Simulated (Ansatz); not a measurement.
# K on Mo(110): change of the work function, part 2 of 3

How does one ordered layer of K (hollow site) change the work function of Mo(110), and what dipole does each adsorbate carry?

Ansatz 0.2.0; plane-wave DFT, PBE, Ansatz PAW.

So far, work function, upper face (eV): step 2 (the clean slab) 4.60.

## 3. Adsorbate added

System of this step: KMo16 (K/Mo(110)). The cell holds 17 atoms: 16 Mo and 1 K. Its edges and angles: a = 5.456 Å, b = 5.456 Å, c = 27.974 Å, α = 90.0°, β = 90.0°, γ = 70.5°. Vacuum lies along c.

The clean slab as it ended is repeated in the plane and the adsorbate is set on one face; the cell's size fixes the coverage, and the k-mesh shrinks with it to keep the sampling density about even. Adsorbate and upper layers relax, since the dipole depends on the height.

The input, input.yaml:

```yaml
crystal:
  lattice:
    - [4.4547727214, -3.15, 0.0]
    - [4.4547727214, 3.15, 0.0]
    - [0.0, 0.0, 27.973826805]
  atoms:
    - { symbol: Mo, position: [0.0, 0.0, 0.3217293101] }
    - { symbol: Mo, position: [0.25, 0.25, 0.4013532521] }
    - { symbol: Mo, position: [0.0, 0.0, 0.4817719866] }
    - { symbol: Mo, position: [0.25, 0.25, 0.5584919777] }
    - { symbol: Mo, position: [0.0, 0.5, 0.3217293101] }
    - { symbol: Mo, position: [0.25, 0.75, 0.4013532521] }
    - { symbol: Mo, position: [0.0, 0.5, 0.4817719866] }
    - { symbol: Mo, position: [0.25, 0.75, 0.5584919777] }
    - { symbol: Mo, position: [0.5, 0.0, 0.3217293101] }
    - { symbol: Mo, position: [0.75, 0.25, 0.4013532521] }
    - { symbol: Mo, position: [0.5, 0.0, 0.4817719866] }
    - { symbol: Mo, position: [0.75, 0.25, 0.5584919777] }
    - { symbol: Mo, position: [0.5, 0.5, 0.3217293101] }
    - { symbol: Mo, position: [0.75, 0.75, 0.4013532521] }
    - { symbol: Mo, position: [0.5, 0.5, 0.4817719866] }
    - { symbol: Mo, position: [0.75, 0.75, 0.5584919777] }
    - { symbol: K, position: [0.42, 0.42, 0.6782706899] }
kpoints:
  mp_grid: { grid: [6, 6, 1] }
hamiltonian:
  xc: pbe
scf:
  occupations: { method: fermi_dirac, width: 0.1 }
  convergence: { dr2_threshold: 1.0e-08 }
efield:
  axis: 3
  dipole_correction: true
  ramp_position: 0.97
  ramp_width: 0.06
relax:
  f_tol: 0.02
  max_steps: 60
  constraints: [{ sites: [0, 1, 4, 5, 8, 9, 12, 13] }]
output:
  dos: { projected: true, e_range: [-8, 4] }
  write_potential: true
  write_density: true
  volumetric_format: npy
  elf: true
```

Launch:

```bash
$ ansatz run input.yaml --threads 4 --pin off --max-ram 6144MiB --backend cpu --events-out ev --progress --plain --runs-dir out
```

The log of the run:

```text
[...]
Crystal: 17 atoms, lattice volume = 785.087 Å³
Basis set: ecut = 420 eV, 15373 PW (Γ), exchange–correlation on 80×80×384 points (8 copies of the dense FFT grid, shifted against one another)
Bands: 140, of which v1, the nominal top of the filled ones, is band 117 counted from 1 (116 counted from 0)
Symmetry: 2 space group operations
[...]
k-points: 13 of 36 (time reversal used)
[...]
SCF iter   1: F=—  HF=-80825.639590 eV  |F-HF|=—  |Δ(HF+E_count)|=         —  Δρ=6.59e-3  dr2=1.82e1  ethr=1.77e-3  p=0.629 e·Å  D=1.45e-1 V/Å  ΔV_dip=-4.06 eV  dr2_dipole=1.61e1  V_vac-E_F(+/−)=0.95/5.01 eV  ⟨swp⟩=9.2  Hψ=9022  notcnv=0
[...]
SCF iter  12: F=-80825.278751 eV  HF=-80825.278751 eV  |F-HF|=9.17e-10  |Δ(HF+E_count)|=   3.64e-9  Δρ=3.09e-7  dr2=1.81e-9  ethr=4.29e-12  p=0.435 e·Å  D=1.00e-1 V/Å  ΔV_dip=-2.80 eV  dr2_dipole=1.86e-10  V_vac-E_F(+/−)=1.85/4.65 eV  ⟨swp⟩=11.5  Hψ=12731  notcnv=0
SCF 1 converged in 12 iterations: F = -80825.278751 eV  dr2 = 1.81e-9
[...]
relax step   1: F+E_penalty+E_count = -80825.27875065 eV  Δ(F+E_penalty+E_count) = +0.000e0 eV  max|allowed force component| = 3.552e-1 eV/Å  Δτ_max = 0.0000 Å  (12 SCF iters, accepted)
[...]
SCF iter  10: F=-80825.295664 eV  HF=-80825.295664 eV  |F-HF|=2.91e-10  |Δ(HF+E_count)|=   8.00e-9  Δρ=5.43e-7  dr2=7.38e-9  ethr=4.29e-12  p=0.445 e·Å  D=1.03e-1 V/Å  ΔV_dip=-2.87 eV  dr2_dipole=6.86e-11  V_vac-E_F(+/−)=1.78/4.65 eV  ⟨swp⟩=9.0  Hψ=13891  notcnv=0
SCF 2 converged in 10 iterations: F = -80825.295664 eV  dr2 = 7.38e-9
relax step   2: F+E_penalty+E_count = -80825.29566408 eV  Δ(F+E_penalty+E_count) = -1.691e-2 eV  max|allowed force component| = 2.758e-1 eV/Å  Δτ_max = 0.0670 Å  (10 SCF iters, accepted)
SCF iter   1: F=—  HF=-80825.330826 eV  |F-HF|=—  |Δ(HF+E_count)|=         —  Δρ=1.42e-3  dr2=7.89e-2  ethr=6.00e-4  p=0.445 e·Å  D=1.03e-1 V/Å  ΔV_dip=-2.87 eV  dr2_dipole=2.21e-3  V_vac-E_F(+/−)=1.79/4.66 eV  ⟨swp⟩=3.8  Hψ=3333  notcnv=1
[...]
SCF iter   9: F=-80825.328773 eV  HF=-80825.328773 eV  |F-HF|=9.60e-10  |Δ(HF+E_count)|=   1.39e-8  Δρ=3.56e-7  dr2=3.09e-9  ethr=4.29e-12  p=0.459 e·Å  D=1.06e-1 V/Å  ΔV_dip=-2.96 eV  dr2_dipole=6.69e-10  V_vac-E_F(+/−)=1.68/4.65 eV  ⟨swp⟩=12.6  Hψ=13549  notcnv=0
SCF 3 converged in 9 iterations: F = -80825.328773 eV  dr2 = 3.09e-9
relax step   3: F+E_penalty+E_count = -80825.32877281 eV  Δ(F+E_penalty+E_count) = -3.311e-2 eV  max|allowed force component| = 9.365e-2 eV/Å  Δτ_max = 0.1376 Å  (9 SCF iters, accepted)
[...]
relax step   4: F+E_penalty+E_count = -80825.33216904 eV  Δ(F+E_penalty+E_count) = -3.396e-3 eV  max|allowed force component| = 5.048e-2 eV/Å  Δτ_max = 0.0886 Å  (9 SCF iters, accepted)
[...]
relax step   5: F+E_penalty+E_count = -80825.33604604 eV  Δ(F+E_penalty+E_count) = -3.877e-3 eV  max|allowed force component| = 3.778e-2 eV/Å  Δτ_max = 0.1951 Å  (9 SCF iters, accepted)
[...]
relax step   6: F+E_penalty+E_count = -80825.33814678 eV  Δ(F+E_penalty+E_count) = -2.101e-3 eV  max|allowed force component| = 6.100e-2 eV/Å  Δτ_max = 0.1952 Å  (9 SCF iters, accepted)
[...]
relax step   7: F+E_penalty+E_count = -80825.33963676 eV  Δ(F+E_penalty+E_count) = -1.490e-3 eV  max|allowed force component| = 4.616e-2 eV/Å  Δτ_max = 0.1947 Å  (8 SCF iters, accepted)
SCF iter   1: F=—  HF=-80825.339091 eV  |F-HF|=—  |Δ(HF+E_count)|=         —  Δρ=3.22e-4  dr2=1.82e-3  ethr=2.69e-6  p=0.465 e·Å  D=1.07e-1 V/Å  ΔV_dip=-3.00 eV  dr2_dipole=2.97e-4  V_vac-E_F(+/−)=1.65/4.64 eV  ⟨swp⟩=4.8  Hψ=4117  notcnv=0
[...]
SCF iter   8: F=-80825.339980 eV  HF=-80825.339980 eV  |F-HF|=5.68e-10  |Δ(HF+E_count)|=   5.02e-9  Δρ=2.53e-7  dr2=1.31e-9  ethr=4.29e-12  p=0.465 e·Å  D=1.07e-1 V/Å  ΔV_dip=-2.99 eV  dr2_dipole=3.87e-11  V_vac-E_F(+/−)=1.65/4.65 eV  ⟨swp⟩=10.2  Hψ=11840  notcnv=0
SCF 8 converged in 8 iterations: F = -80825.339980 eV  dr2 = 1.31e-9
relax step   8: F+E_penalty+E_count = -80825.33997960 eV  Δ(F+E_penalty+E_count) = -3.428e-4 eV  max|allowed force component| = 1.287e-2 eV/Å  Δτ_max = 0.0544 Å  (8 SCF iters, accepted)
NSCF: frozen V_eff on 13 k-points
[...]
WARN: The output density's exchange-correlation potential varies sharply where the density is thin. Do not read a vacuum level from v_tot or v_xc, or from such a field of the output density. On a cell that repeats whose density bears no net charge and no dipole along the vacuum's axis use v_es (v_loc + v_h of the components); under efield.dipole_correction with no amplitude use v_es + v_field, which holds any externa [...]
SCF converged after 8 iterations
Free energy (F): -80825.339980 eV
[...]
Internal energy: -80824.857618 eV  (E = F + TS)
E sigma→0 (E₀):  -80825.098799 eV
Entropy (-TS):   -0.482361 eV (-28.374 meV/atom)
Fermi energy:    5.055812 eV
Dipole field:    D = 0.107066 V/Å  (p = 0.464522 e·Å, saw-weighted, corrected)
Work function:   Φ+ = 1.6507 eV   Φ− = 4.6458 eV
[...]
--- Forces (eV/Å), atoms counted from 1 ---
  atom   1  Mo     0.00054049    -0.00000000     0.50635626
  atom   2  Mo    -0.00911659     0.00000000    -0.49385423
  atom   3  Mo     0.01286925     0.00000000    -0.00989244
  atom   4  Mo     0.00376448    -0.00000000    -0.00102303
  atom   5  Mo    -0.00007532     0.00003167     0.49958315
  atom   6  Mo    -0.00733754    -0.00874540    -0.51760789
  atom   7  Mo     0.00753621     0.00222729     0.00298029
  atom   8  Mo    -0.01072783     0.00092513     0.00388608
  atom   9  Mo    -0.00007532    -0.00003167     0.49958315
  atom  10  Mo    -0.00733754     0.00874540    -0.51760789
  atom  11  Mo     0.00753621    -0.00222729     0.00298029
  atom  12  Mo    -0.01072783    -0.00092513     0.00388608
  atom  13  Mo     0.00059615    -0.00000000     0.51687175
  atom  14  Mo    -0.00573381     0.00000000    -0.49407916
  atom  15  Mo     0.00961665     0.00000000    -0.00518433
  atom  16  Mo     0.00888950     0.00000000     0.00249899
  atom  17  K     -0.00022492    -0.00000000     0.00059521
  max |Σ_I F_I| component: 2.77e-5 eV/Å
--- Band table (eV; the first three rows and the last of 13) ---
  k-point 0: bands = [... 113 lower, 5.5517, 5.8283, 5.9333, 5.9600, 5.9998, 6.0260, 6.0313, 6.0514, ... 19 higher]
  k-point 1: bands = [... 113 lower, 5.4335, 5.5286, 5.5433, 5.6633, 5.7095, 5.7706, 6.0160, 6.0850, ... 19 higher]
  k-point 2: bands = [... 113 lower, 4.5938, 4.6783, 4.8621, 5.1070, 5.3888, 5.5970, 5.6232, 5.6536, ... 19 higher]
  k-point 12: bands = [... 113 lower, 4.2547, 4.3258, 4.3371, 4.3573, 4.3629, 4.5198, 4.5474, 4.9366, ... 19 higher]
--- Relaxed structure (8 steps of the walk, 8 accepted, 0 SCFs on fresh bases) ---
  F+E_penalty+E_count = -80825.33997960 eV   max|allowed force component| = 1.287e-2 eV/Å
  atoms:
    - { symbol: Mo, position: [0.0, 0.0, 0.3217293101] }
    - { symbol: Mo, position: [0.25, 0.25, 0.401353] }
    - { symbol: Mo, position: [-0.000292598, -0.000292598, 0.481457] }
    - { symbol: Mo, position: [0.250008, 0.250008, 0.559615] }
    - { symbol: Mo, position: [2.775558e-17, 0.5, 0.3217293101] }
    - { symbol: Mo, position: [0.250000, 0.75, 0.401353] }
    - { symbol: Mo, position: [-0.000217492, 0.499728, 0.481490] }
    - { symbol: Mo, position: [0.248174, 0.751651, 0.558533] }
    - { symbol: Mo, position: [0.5, 2.775558e-17, 0.3217293101] }
    - { symbol: Mo, position: [0.75, 0.250000, 0.401353] }
    - { symbol: Mo, position: [0.499728, -0.000217492, 0.481490] }
    - { symbol: Mo, position: [0.751651, 0.248174, 0.558533] }
    - { symbol: Mo, position: [0.5, 0.5, 0.3217293101] }
    - { symbol: Mo, position: [0.75, 0.75, 0.401353] }
    - { symbol: Mo, position: [0.499730, 0.499730, 0.481554] }
    - { symbol: Mo, position: [0.749410, 0.749410, 0.559593] }
    - { symbol: K, position: [0.500088, 0.500088, 0.669707] }
```

The job ended after 6.6 min (4 threads of Arm Neoverse V1, shared host; peak memory 3 GiB).

Step by step:

```
step  energy less that of the first step (eV)  largest force component (eV/Å)
   1                                   0.0000                          0.3552
   2                                  -0.0169                          0.2758
   3                                  -0.0500                          0.0936
   4                                  -0.0534                          0.0505
   5                                  -0.0573                          0.0378
   6                                  -0.0594                          0.0610
   7                                  -0.0609                          0.0462
   8                                  -0.0612                          0.0129
```

Forces are held to the 2 operations that the program found; a distortion that breaks them can't arise in this run.

The atoms that moved most (Å):

```
atom      dx      dy      dz  length
 K17   0.714   0.000  -0.240   0.753
 Mo4   0.000   0.000   0.031   0.031
Mo16  -0.005   0.000   0.031   0.031
 Mo8  -0.001   0.011   0.001   0.011
Mo12  -0.001  -0.011   0.001   0.011
 Mo3  -0.003   0.000  -0.009   0.009
Mo11  -0.002   0.000  -0.008   0.008
 Mo7  -0.002   0.000  -0.008   0.008
```

Final coordinates:

```xyz
17
Lattice="4.4548 -3.1500 0.0000 4.4548 3.1500 0.0000 0.0000 0.0000 27.9738" Properties=species:S:1:pos:R:3
Mo    0.0000    0.0000    9.0000
Mo    2.2274    0.0000   11.2274
Mo   -0.0026    0.0000   13.4682
Mo    2.2275    0.0000   15.6546
Mo    2.2274    1.5750    9.0000
Mo    4.4548    1.5750   11.2274
Mo    2.2252    1.5748   13.4691
Mo    4.4540    1.5860   15.6243
Mo    2.2274   -1.5750    9.0000
Mo    4.4548   -1.5750   11.2274
Mo    2.2252   -1.5748   13.4691
Mo    4.4540   -1.5860   15.6243
Mo    4.4548    0.0000    9.0000
Mo    6.6822    0.0000   11.2274
Mo    4.4524    0.0000   13.4709
Mo    6.6769    0.0000   15.6540
K     4.4556    0.0000   18.7343
```

Numbers from this step:

```
energy at zero smearing        : -80825.0988 eV
work function, upper face      : 1.651 eV
work function, lower face      : 4.646 eV
dipole along the normal        : 0.4645 e·Å
step between the vacuum levels : -2.995 eV
```

Running mean over 2.227 Å of the planar mean; the ramp of the sawtooth is left out. The electron's electrostatic potential energy less the Fermi level by z:

```
z (Å)  electron's electrostatic potential energy less the Fermi level (eV)
  3.5                                                                 4.65
  4.0                                                                 4.64
  4.5                                                                 4.64
  5.0                                                                 4.63
  5.5                                                                 4.60
  6.0                                                                 4.51
  6.5                                                                 4.19
  7.0                                                                 3.17
  7.5                                                               -0.167
  8.0                                                                -6.01
  8.5                                                                -10.8
  9.0                                                                -12.4
  9.5                                                                -12.6
 10.0                                                                -12.7
 10.5                                                                -12.8
 11.0                                                                -12.9
 11.5                                                                -12.9
 12.0                                                                -12.8
 12.5                                                                -12.8
 13.0                                                                -12.9
 13.5                                                                -13.0
 14.0                                                                -13.2
 14.5                                                                -13.4
 15.0                                                                -13.1
 15.5                                                                -12.7
 16.0                                                                -11.6
 16.5                                                                -7.81
 17.0                                                                -2.40
 17.5                                                                0.577
 18.0                                                                0.496
 18.5                                                               -0.185
 19.0                                                               -0.577
 19.5                                                               -0.394
 20.0                                                                0.353
 20.5                                                                 1.05
 21.0                                                                 1.35
 21.5                                                                 1.48
 22.0                                                                 1.56
 22.5                                                                 1.60
 23.0                                                                 1.62
 23.5                                                                 1.64
 24.0                                                                 1.64
 24.5                                                                 1.65
```

(Continued in part 3 of 3.)

[Long decimals in the printed logs are rounded to 6 places.]

[Logs are printed without paths, hosts, clocks, repeated set-up lines and the standing remarks that a program may print on its own settings, such as how far it seeks lower states.]

[Hosts, paths, dates, database ids (printed as entryN), source tags and the programs' standing remarks are cut or masked in the printed files.]

[Maps of the electrostatic potential energy from Ansatz leave out the sawtooth potential of an applied field or a dipole correction, so their vacuum need not be flat; planar profiles and work functions include it.]
